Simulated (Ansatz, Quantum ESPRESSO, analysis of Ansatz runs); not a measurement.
# A hop of Cl in Li2CdCl4 (Imma), charge +1, part 2 of 4

Aim: the barrier of one jump in Li2CdCl4 (Imma) at charge +1: V_Cl hop (3.7 Å). The model is a cell of 56 host atoms with 1 Cl taken out; Cl is the atom that moves.

Ansatz 0.2.0; plane-wave PAW DFT, PBEsol; nudged elastic band between two relaxed defect structures at fixed charge in a uniform background.

So far: The starting structure; Relaxation of the start point, charge +1.

### 3. Relaxation of the end point, charge +1

Level of this step: plane-wave PAW DFT, PBEsol; relaxation of all atoms of a defect supercell at fixed charge in a uniform background (Ansatz).

The end point is relaxed in the same cell and settings, so that the two energies compare. Atoms more than 3.2 Å from the middle of the hop start where the first relaxation left them, the nearer ones on or close to their ideal places, with small random displacements.

Contents of qp1.end/input.yaml:

```yaml
crystal:
  lattice:
    - [0.0, 7.62069338, 10.46883164]
    - [7.38023042, 0.0, 10.46883164]
    - [7.38023042, 7.62069338, 0.0]
  atoms:
    - { symbol: Li, position: [0.1957942, 0.44716694, 0.05035882] }
    - { symbol: Li, position: [0.44605462, 0.69605462, 0.30394538] }
[... 2 atom lines left out ...]
    - { symbol: Li, position: [0.125, 0.625, 0.625] }
[... 4 atom lines left out ...]
    - { symbol: Li, position: [0.375, 0.375, 0.375] }
[... 4 atom lines left out ...]
    - { symbol: Li, position: [0.55394538, 0.30394538, 0.69605462] }
[... 6 atom lines left out ...]
    - { symbol: Cd, position: [0.24263007, 0.75525959, 0.78177921] }
[... 5 atom lines left out ...]
    - { symbol: Cl, position: [0.89863404, 0.86436094, 0.62489286] }
[... 3 atom lines left out ...]
    - { symbol: Cl, position: [0.11817834, 0.63698115, 0.86301885] }
[... 4 atom lines left out ...]
    - { symbol: Cl, position: [0.49823855, 0.49694418, 0.25046633] }
[... 4 atom lines left out ...]
    - { symbol: Cl, position: [0.49149038, 0.51124855, 0.7512587] }
[... 1 atom line left out ...]
    - { symbol: Cl, position: [0.13182166, 0.61301885, 0.38698115] }
[... 6 atom lines left out ...]
    - { symbol: Cl, position: [0.73281448, 0.27103397, 0.49540015] }
[... 1 atom line left out ...]
    - { symbol: Cl, position: [0.246127, 0.748924, 0.503873] }
[... 1 atom line left out ...]
    - { symbol: Cl, position: [0.86627233, 0.88003174, 0.11386306] }
total_charge: 1
basis:
  ecutwfc: 420
  xc_grid: 2
hamiltonian:
  xc: pbesol
kpoints:
  mp_grid: { grid: [1, 1, 1], shift: [0.25, 0.25, 0.25] }
scf:
  occupations: { method: fixed }
  max_iter: 120
output:
  forces: true
relax:
  f_tol: 0.02
  max_steps: 70
  random_displacement: { amplitude: 0.01, seed: 419 }
```

Command:

```
$ ansatz run input.yaml --threads 16 --pin off --max-ram 26378MiB --backend cpu --events-out ev --progress --plain --runs-dir out
```

Numbers of over 12 decimals in the logs are rounded to 6 here.

Log:

```text
[...]
Crystal: 55 atoms, lattice volume = 1177.586 Å³
Basis set: ecut = 420 eV, 23051 PW (Γ), exchange–correlation on 180×180×144 points (8 copies of the dense FFT grid, shifted against one another)
Bands: 267, of which v1, the nominal top of the filled ones, is band 212 counted from 1 (211 counted from 0)
Symmetry: 1 space group operations
k-points: 1
[...]
SCF iter   1: F=—  HF=-101691.603136 eV  |F-HF|=—  |Δ(HF+E_count)|=         —  Δρ=6.12e-3  dr2=1.00e0  ethr=1.77e-3  ⟨swp⟩=5.0  Hψ=767  notcnv=0  defer=53
[...]
SCF iter   7: F=-101691.299931 eV  HF=-101691.299922 eV  |F-HF|=8.34e-6  |Δ(HF+E_count)|=   9.46e-5  Δρ=1.80e-5  dr2=4.90e-6  ethr=2.36e-9  ⟨swp⟩=4.0  Hψ=828  notcnv=0
SCF 1 converged in 7 iterations: F = -101691.299931 eV  dr2 = 4.90e-6
[...]
max |Σ_I F_I| component: 1.98e-5 eV/Å
--- Relaxed structure (7 steps of the walk, 7 accepted, 0 SCFs on fresh bases) ---
  F+E_penalty+E_count = -101692.56070961 eV   max|allowed force component| = 9.648e-3 eV/Å
  atoms:
    - { symbol: Li, position: [0.189663, 0.450306, 0.048812] }
    - { symbol: Li, position: [0.445352, 0.696541, 0.304854] }
[...]
- { symbol: Li, position: [0.091801, 0.657744, 0.623632] }
[...]
- { symbol: Li, position: [0.371737, 0.377715, 0.343671] }
[...]
- { symbol: Li, position: [0.618291, 0.284765, 0.716613] }
[...]
- { symbol: Cd, position: [0.245146, 0.755675, 0.749493] }
[...]
- { symbol: Cl, position: [0.119163, 0.636568, 0.853656] }
    [... 4 atoms left out ...]
    - { symbol: Cl, position: [0.495721, 0.496656, 0.252233] }
    [... 4 atoms left out ...]
    - { symbol: Cl, position: [0.499799, 0.509863, 0.747346] }
    [... 1 atom left out ...]
    - { symbol: Cl, position: [0.139168, 0.607090, 0.394284] }
    [... 8 atoms left out ...]
    - { symbol: Cl, position: [0.243537, 0.748559, 0.505223] }
    [... 2 atoms left out ...]
[key lines of the parts left out:]
SCF converged after 6 iterations
Free energy (F): -101692.560710 eV
Fermi energy:    2.418966 eV
```

It took 13 s on 16 threads of Intel Xeon 6975P-C (Granite Rapids), shared host; peak memory 2.1 GiB; 2.8 min of CPU time.

The steps of the relaxation:

```
step  energy less that of the first step (eV)  largest force component (eV/Å)
   1                                   0.0000                          1.1733
   2                                  -0.9001                          0.3776
   3                                  -1.1831                          0.1835
   4                                  -1.2422                          0.0641
   5                                  -1.2570                          0.0310
   6                                  -1.2597                          0.0268
   7                                  -1.2608                          0.0096
```

The atoms that moved most (Å, from the sites as typed, ahead of the random displacement):

```
atom      dx      dy      dz  length
Li15   0.011   0.648   0.472   0.802
Cd18   0.064  -0.054  -0.350   0.360
 Li5   0.232  -0.263  -0.005   0.351
Cd17  -0.274   0.195   0.045   0.339
Li10  -0.211  -0.263  -0.006   0.337
Cd22  -0.235  -0.226   0.030   0.327
Cl25   0.015   0.016  -0.251   0.252
Cl28   0.185  -0.140  -0.087   0.248
```

Neighbours of Cl53 at the end:

```
atom  distance (Å)
 Li2         2.435
 Li5         2.560
Cd17         2.636
Cd22         2.638
Cl32         3.476
Cl44         3.576
Cl28         3.650
Cl39         3.655
```

Read from the output:

| Property | Result |
| --- | --- |
| free energy | -101692.5607 eV |
| r.m.s. move of the farther half of the atoms | 0.07603 Å |
| largest move from the ideal geometry of this structure, a common shift of the far atoms taken out | 0.8264 Å |

The relaxation gained 1.261 eV and ended with a largest force component of 0.0096 eV/Å. The end lies 0.130 eV below the start.

(Continued in part 3 of 4.)

[Logs are printed without paths, hosts, clocks, repeated set-up lines and the standing remarks that a program may print on its own settings, such as how far it seeks lower states.]

[Hosts, paths, dates, database ids (printed as entryN), source tags and the programs' standing remarks are cut or masked in the printed files.]
